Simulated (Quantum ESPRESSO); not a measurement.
# Dielectric function and optical constants of CdS (Greenockite), part 2 of 3

Wanted: where CdS (Greenockite) starts to absorb, how strongly, and its refractive index. The cell comes from an older database entry, whose edges can differ from later determinations, mostly by under a per cent.

Quantum ESPRESSO 7.5; DFT, PBE, plane waves with norm-conserving potentials (PseudoDojo), scalar-relativistic, independent-particle optical response without local fields and without the non-local commutator.

So far. Step 2 (Ground state): There is a gap, 1.20 eV on this mesh (points off the mesh can give less), so no carriers' term is needed.

The database entry behind the starting cell differs from later determinations by our own check (about 0.35 % long), so it need not match the best structure at ambient conditions.

### Step 3. Ground state with the final occupations

Level of this step: DFT, PBE, plane waves with norm-conserving potentials (PseudoDojo), scalar-relativistic, ground state (Quantum ESPRESSO).

The ground state once more, with the occupations that the first run showed to fit.

File scf.in:

```
&control
  calculation = 'scf'
  prefix = 'x'
  outdir = './tmp'
  pseudo_dir = './'
  verbosity = 'high'
/
&system
  ibrav = 0
  nat = 4
  ntyp = 2
  ecutwfc = 90
  occupations = 'fixed'
/
&electrons
  conv_thr = 1e-09
  electron_maxstep = 100
/
ATOMIC_SPECIES
  Cd 1.0 Cd.upf
  S 1.0 S.upf
CELL_PARAMETERS angstrom
  4.149999999997 0.000000000000 0.000000000000
  -2.074999999998 3.594005425703 0.000000000000
  0.000000000000 0.000000000000 6.737000000000
ATOMIC_POSITIONS crystal
  Cd 0.666666666667 0.333333333333 0.500000000000
  Cd 0.333333333333 0.666666666667 0.000000000000
  S 0.666666666667 0.333333333333 0.875000000000
  S 0.333333333333 0.666666666667 0.375000000000
K_POINTS automatic
  6 6 4 0 0 0
```

On the command line:

```
$ mpirun -n 4 pw.x -nk 4 -in scf.in
```

Log:

```text
[banner, memory and clock lines left out]

     using ibrav=0 with symmetry is DISCOURAGED, use correct ibrav instead

     G-vector sticks info

     bravais-lattice index     =            0
     lattice parameter (alat)  =       7.8424  a.u.
     unit-cell volume          =     678.0941 (a.u.)^3
     number of atoms/cell      =            4
     number of atomic types    =            2
     number of electrons       =        52.00
     number of Kohn-Sham states=           26
     kinetic-energy cutoff     =      90.0000  Ry
     charge density cutoff     =     360.0000  Ry
     scf convergence threshold =      1.0E-09
     mixing beta               =       0.7000
     number of iterations used =            8  plain     mixing
     Exchange-correlation= PBE
                           (   1   4   3   4   0   0   0)

     celldm(1)=   7.842363  celldm(2)=   0.000000  celldm(3)=   0.000000
     celldm(4)=   0.000000  celldm(5)=   0.000000  celldm(6)=   0.000000

     crystal axes: (cart. coord. in units of alat)
               a(1) = (   1.000000   0.000000   0.000000 )
               a(2) = (  -0.500000   0.866025   0.000000 )
               a(3) = (   0.000000   0.000000   1.623373 )

     reciprocal axes: (cart. coord. in units 2 pi/alat)
               b(1) = (  1.000000  0.577350 -0.000000 )
               b(2) = (  0.000000  1.154701  0.000000 )
               b(3) = (  0.000000 -0.000000  0.616001 )

     ./Cd.upf
     Pseudo is Norm-conserving + core correction, Zval = 20.0
     Generated using ONCVPSP code by D. R. Hamann
     Using radial grid of 1368 points,  6 beta functions with:
                l(1) =   0
                l(2) =   0
                l(3) =   1
                l(4) =   1
                l(5) =   2
                l(6) =   2

     ./S.upf
     Pseudo is Norm-conserving + core correction, Zval =  6.0
     Generated using ONCVPSP code by D. R. Hamann
     Using radial grid of 1146 points,  6 beta functions with:
                l(1) =   0
                l(2) =   0
                l(3) =   1
                l(4) =   1
                l(5) =   2
                l(6) =   2

     atomic species   valence    mass     pseudopotential
     Cd               20.00     1.00000     Cd( 1.00)
     S                 6.00     1.00000     S ( 1.00)

     12 Sym. Ops. (no inversion) found ( 6 have fractional translation)

                                    s                        frac. trans.

     [... symmetry matrices left out ...]
   Cartesian axes

     site n.     atom                  positions (alat units)
         1        Cd     tau(   1) = (   0.5000000   0.2886751   0.8116867  )
         2        Cd     tau(   2) = (  -0.0000000   0.5773503   0.0000000  )
         3        S      tau(   3) = (   0.5000000   0.2886751   1.4204518  )
         4        S      tau(   4) = (  -0.0000000   0.5773503   0.6087651  )

   Crystallographic axes

     site n.     atom                  positions (cryst. coord.)
         1        Cd     tau(   1) = (  0.6666667  0.3333333  0.5000000  )
         2        Cd     tau(   2) = (  0.3333333  0.6666667  0.0000000  )
         3        S      tau(   3) = (  0.6666667  0.3333333  0.8750000  )
         4        S      tau(   4) = (  0.3333333  0.6666667  0.3750000  )

     number of k points=    21
                       cart. coord. in units 2pi/alat
        k(    1) = (   0.0000000   0.0000000   0.0000000), wk =   0.0138889
        k(    2) = (   0.0000000   0.0000000   0.1540003), wk =   0.0277778
        k(    3) = (   0.0000000   0.0000000  -0.3080006), wk =   0.0138889
        k(    4) = (   0.0000000   0.1924501   0.0000000), wk =   0.0833333
        k(    5) = (   0.0000000   0.1924501   0.1540003), wk =   0.1666667
        k(    6) = (   0.0000000   0.1924501  -0.3080006), wk =   0.0833333
        k(    7) = (   0.0000000   0.3849002   0.0000000), wk =   0.0833333
        k(    8) = (   0.0000000   0.3849002   0.1540003), wk =   0.1666667
        k(    9) = (   0.0000000   0.3849002  -0.3080006), wk =   0.0833333
        k(   10) = (   0.0000000  -0.5773503   0.0000000), wk =   0.0416667
        k(   11) = (   0.0000000  -0.5773503   0.1540003), wk =   0.0833333
        k(   12) = (   0.0000000  -0.5773503  -0.3080006), wk =   0.0416667
        k(   13) = (   0.1666667   0.2886751   0.0000000), wk =   0.0833333
        k(   14) = (   0.1666667   0.2886751   0.1540003), wk =   0.1666667
        k(   15) = (   0.1666667   0.2886751  -0.3080006), wk =   0.0833333
        k(   16) = (   0.1666667   0.4811252   0.0000000), wk =   0.1666667
[...]
cryst. coord.
[...]
k(   14) = (   0.1666667   0.1666667   0.2500000), wk =   0.1666667
        k(   15) = (   0.1666667   0.1666667  -0.5000000), wk =   0.0833333
        k(   16) = (   0.1666667   0.3333333   0.0000000), wk =   0.1666667
        k(   17) = (   0.1666667   0.3333333   0.2500000), wk =   0.3333333
        k(   18) = (   0.1666667   0.3333333  -0.5000000), wk =   0.1666667
        k(   19) = (   0.3333333   0.3333333   0.0000000), wk =   0.0277778
        k(   20) = (   0.3333333   0.3333333   0.2500000), wk =   0.0555556
        k(   21) = (   0.3333333   0.3333333  -0.5000000), wk =   0.0277778

     Dense  grid:    78215 G-vectors     FFT dimensions: (  48,  48,  80)

     Initial potential from superposition of free atoms

     starting charge      51.9994, renormalised to      52.0000
     Starting wfcs are   28 randomized atomic wfcs

     Self-consistent Calculation

     iteration #  1     ecut=    90.00 Ry     beta= 0.70
     Davidson diagonalization with overlap

           103 MiB given to the printing process from OS
            75 MiB allocation reported by mallinfo(arena+hblkhd)
------------------
     ethr =  1.00E-02,  avg # of iterations =  2.0

     Threshold (ethr) on eigenvalues was too large:
     Diagonalizing with lowered threshold

     Davidson diagonalization with overlap

           119 MiB given to the printing process from OS
            83 MiB allocation reported by mallinfo(arena+hblkhd)
------------------
     ethr =  5.03E-04,  avg # of iterations =  3.4

     total energy              =    -745.55580126 Ry
     estimated scf accuracy    <       0.26504566 Ry

     iteration #  2     ecut=    90.00 Ry     beta= 0.70
     Davidson diagonalization with overlap

           130 MiB given to the printing process from OS
           105 MiB allocation reported by mallinfo(arena+hblkhd)
------------------
     ethr =  5.10E-04,  avg # of iterations =  3.4

     total energy              =    -745.64154147 Ry
     estimated scf accuracy    <       0.13916998 Ry

     iteration #  3     ecut=    90.00 Ry     beta= 0.70
     Davidson diagonalization with overlap

           133 MiB given to the printing process from OS
           107 MiB allocation reported by mallinfo(arena+hblkhd)
------------------
     ethr =  2.68E-04,  avg # of iterations =  2.0

     total energy              =    -745.66725888 Ry
     estimated scf accuracy    <       0.00185434 Ry

     iteration #  4     ecut=    90.00 Ry     beta= 0.70
     Davidson diagonalization with overlap

           135 MiB given to the printing process from OS
           109 MiB allocation reported by mallinfo(arena+hblkhd)
------------------
     ethr =  3.57E-06,  avg # of iterations =  4.9

     total energy              =    -745.66812759 Ry
     estimated scf accuracy    <       0.00037159 Ry

     iteration #  5     ecut=    90.00 Ry     beta= 0.70
     Davidson diagonalization with overlap

           137 MiB given to the printing process from OS
           112 MiB allocation reported by mallinfo(arena+hblkhd)
------------------
     ethr =  7.15E-07,  avg # of iterations =  2.0

     total energy              =    -745.66813682 Ry
     estimated scf accuracy    <       0.00005945 Ry

     iteration #  6     ecut=    90.00 Ry     beta= 0.70
     Davidson diagonalization with overlap

           140 MiB given to the printing process from OS
           114 MiB allocation reported by mallinfo(arena+hblkhd)
------------------
     ethr =  1.14E-07,  avg # of iterations =  3.2

     total energy              =    -745.66815185 Ry
     estimated scf accuracy    <       0.00000037 Ry

     iteration #  7     ecut=    90.00 Ry     beta= 0.70
     Davidson diagonalization with overlap

           142 MiB given to the printing process from OS
           117 MiB allocation reported by mallinfo(arena+hblkhd)
------------------
     ethr =  7.21E-10,  avg # of iterations =  5.2

     total energy              =    -745.66815219 Ry
     estimated scf accuracy    <       0.00000026 Ry

     iteration #  8     ecut=    90.00 Ry     beta= 0.70
     Davidson diagonalization with overlap

           144 MiB given to the printing process from OS
           119 MiB allocation reported by mallinfo(arena+hblkhd)
------------------
     ethr =  5.01E-10,  avg # of iterations =  2.0

     total energy              =    -745.66815221 Ry
     estimated scf accuracy    <       0.00000003 Ry

     iteration #  9     ecut=    90.00 Ry     beta= 0.70
     Davidson diagonalization with overlap

           146 MiB given to the printing process from OS
           121 MiB allocation reported by mallinfo(arena+hblkhd)
------------------
     ethr =  5.05E-11,  avg # of iterations =  3.1

     total energy              =    -745.66815222 Ry
     estimated scf accuracy    <          1.8E-09 Ry

     iteration # 10     ecut=    90.00 Ry     beta= 0.70
     Davidson diagonalization with overlap

           149 MiB given to the printing process from OS
           124 MiB allocation reported by mallinfo(arena+hblkhd)
------------------
     ethr =  3.44E-12,  avg # of iterations =  2.2

     End of self-consistent calculation

          k = 0.0000 0.0000 0.0000 (  9849 PWs)   bands (ev):

   -94.5287 -94.5286 -55.5925 -55.5925 -55.5925 -55.5925 -55.5922 -55.5917
    -5.4898  -5.0633  -0.8653  -0.8433  -0.8433  -0.7579  -0.7579  -0.4459
    -0.4459  -0.3566  -0.3566  -0.0217   2.4768   6.0471   6.0471   6.7588
     6.8017   6.8017

     occupation numbers
     1.0000   1.0000   1.0000   1.0000   1.0000   1.0000   1.0000   1.0000
     1.0000   1.0000   1.0000   1.0000   1.0000   1.0000   1.0000   1.0000
     1.0000   1.0000   1.0000   1.0000   1.0000   1.0000   1.0000   1.0000
     1.0000   1.0000

          k = 0.0000 0.0000 0.1540 (  9758 PWs)   bands (ev):

   -94.5286 -94.5284 -55.5924 -55.5924 -55.5924 -55.5924 -55.5920 -55.5917
    -5.4258  -5.1233  -0.8340  -0.8340  -0.8194  -0.7738  -0.7738  -0.4298
    -0.4298  -0.3664  -0.3664  -0.2859   3.0816   5.7692   6.1513   6.1513
     6.6842   6.6842

     occupation numbers
     1.0000   1.0000   1.0000   1.0000   1.0000   1.0000   1.0000   1.0000
     1.0000   1.0000   1.0000   1.0000   1.0000   1.0000   1.0000   1.0000
     1.0000   1.0000   1.0000   1.0000   1.0000   1.0000   1.0000   1.0000
     1.0000   1.0000

     [... further k points left out ...]

     highest occupied level (ev):     6.8017

!    total energy              =    -745.66815222 Ry
     estimated scf accuracy    <          3.7E-10 Ry

     The total energy is the sum of the following terms:
     one-electron contribution =    -502.56555486 Ry
     hartree contribution      =     262.17297755 Ry
     xc contribution           =    -109.67704296 Ry
     ewald contribution        =    -395.59853195 Ry

     convergence has been achieved in  10 iterations

     XML data file, charge density, pseudopotentials, collected wavefunctions

                                        0.00s GPU  (     286 calls)
```

Elapsed: 24 s, on 4 MPI ranks of Arm Neoverse V2, shared host; peak memory 0.15 GiB.

### Step 4. Bands on the whole mesh, 9×9×5

The response needs many more empty bands than the density does.

This step: DFT, PBE, plane waves with norm-conserving potentials (PseudoDojo), scalar-relativistic, bands at fixed density (Quantum ESPRESSO 7.5).

nscf.in, as its differences from scf.in of step 3:

```diff
@@ -1,3 +1,3 @@
 &control
-  calculation = 'scf'
+  calculation = 'nscf'
   prefix = 'x'
@@ -5,3 +5,2 @@
   pseudo_dir = './'
-  verbosity = 'high'
 /
@@ -13,2 +12,5 @@
   occupations = 'fixed'
+  nbnd = 64
+  nosym = .true.
+  noinv = .true.
 /
@@ -17,2 +19,3 @@
   electron_maxstep = 100
+  diago_full_acc = .true.
 /
@@ -31,2 +34,2 @@
 K_POINTS automatic
-  6 6 4 0 0 0
+  9 9 5 0 0 0
```

On the command line:

```
$ mpirun -n 4 pw.x -nk 4 -in nscf.in
```

Log:

```text
[banner, memory and clock lines left out]

     Atomic positions and unit cell read from directory:

     G-vector sticks info

     bravais-lattice index     =            0
     lattice parameter (alat)  =       7.8424  a.u.
     unit-cell volume          =     678.0941 (a.u.)^3
     number of atoms/cell      =            4
     number of atomic types    =            2
     number of electrons       =        52.00
     number of Kohn-Sham states=           64
     kinetic-energy cutoff     =      90.0000  Ry
     charge density cutoff     =     360.0000  Ry
     Exchange-correlation= PBE
                           (   1   4   3   4   0   0   0)

     celldm(1)=   7.842363  celldm(2)=   0.000000  celldm(3)=   0.000000
     celldm(4)=   0.000000  celldm(5)=   0.000000  celldm(6)=   0.000000

     crystal axes: (cart. coord. in units of alat)
               a(1) = (   1.000000   0.000000   0.000000 )
               a(2) = (  -0.500000   0.866025   0.000000 )
               a(3) = (   0.000000   0.000000   1.623373 )

     reciprocal axes: (cart. coord. in units 2 pi/alat)
               b(1) = (  1.000000  0.577350 -0.000000 )
               b(2) = (  0.000000  1.154701  0.000000 )
               b(3) = (  0.000000 -0.000000  0.616001 )

     ./Cd.upf
     Pseudo is Norm-conserving + core correction, Zval = 20.0
     Generated using ONCVPSP code by D. R. Hamann
     Using radial grid of 1368 points,  6 beta functions with:
                l(1) =   0
                l(2) =   0
                l(3) =   1
                l(4) =   1
                l(5) =   2
                l(6) =   2

     ./S.upf
     Pseudo is Norm-conserving + core correction, Zval =  6.0
     Generated using ONCVPSP code by D. R. Hamann
     Using radial grid of 1146 points,  6 beta functions with:
                l(1) =   0
                l(2) =   0
                l(3) =   1
                l(4) =   1
                l(5) =   2
                l(6) =   2

     atomic species   valence    mass     pseudopotential
     Cd               20.00     1.00000     Cd( 1.00)
     S                 6.00     1.00000     S ( 1.00)

     No symmetry found

   Cartesian axes

     site n.     atom                  positions (alat units)
         1        Cd     tau(   1) = (   0.5000000   0.2886751   0.8116867  )
         2        Cd     tau(   2) = (  -0.0000000   0.5773503   0.0000000  )
         3        S      tau(   3) = (   0.5000000   0.2886751   1.4204518  )
         4        S      tau(   4) = (  -0.0000000   0.5773503   0.6087651  )

     number of k points=   405

     Number of k-points >= 100: set verbosity='high' to print them.

     Dense  grid:    78215 G-vectors     FFT dimensions: (  48,  48,  80)

     The potential is recalculated from file :

     Starting wfcs are   28 randomized atomic wfcs +   36 random wfcs

     Band Structure Calculation
     Davidson diagonalization with overlap

     ethr =  1.92E-12,  avg # of iterations = 57.5

     End of band structure calculation

     Number of k-points >= 100: set verbosity='high' to print the bands.

     highest occupied, lowest unoccupied level (ev):     6.8017    7.9974

     XML data file, pseudopotentials, collected wavefunctions

                                        0.00s GPU  (    6377 calls)

[... left out ...]
ulation
     Davidson diagonalization with overlap

     ethr =  1.92E-12,  avg # of iterations = 57.5

     End of band structure calculation

     Number of k-points >= 100: set verbosity='high' to print the bands.

     highest occupied, lowest unoccupied level (ev):     6.8017    7.9974

     XML data file, pseudopotentials, collected wavefunctions

                                        0.00s GPU  (    6377 calls)
```

Elapsed: 21 min, on 4 MPI ranks; peak memory 0.12 GiB; 83 min of CPU time.

(Part 2 of 3 ends here.)

[Machine, clock, banner and «Message from routine» lines are left out of the logs.]

[Logs are printed without paths, hosts, clocks, repeated set-up lines and the standing remarks that a program may print on its own settings, such as how far it seeks lower states.]

[Hosts, paths, dates, database ids (printed as entryN), source tags and the programs' standing remarks are cut or masked in the printed files.]
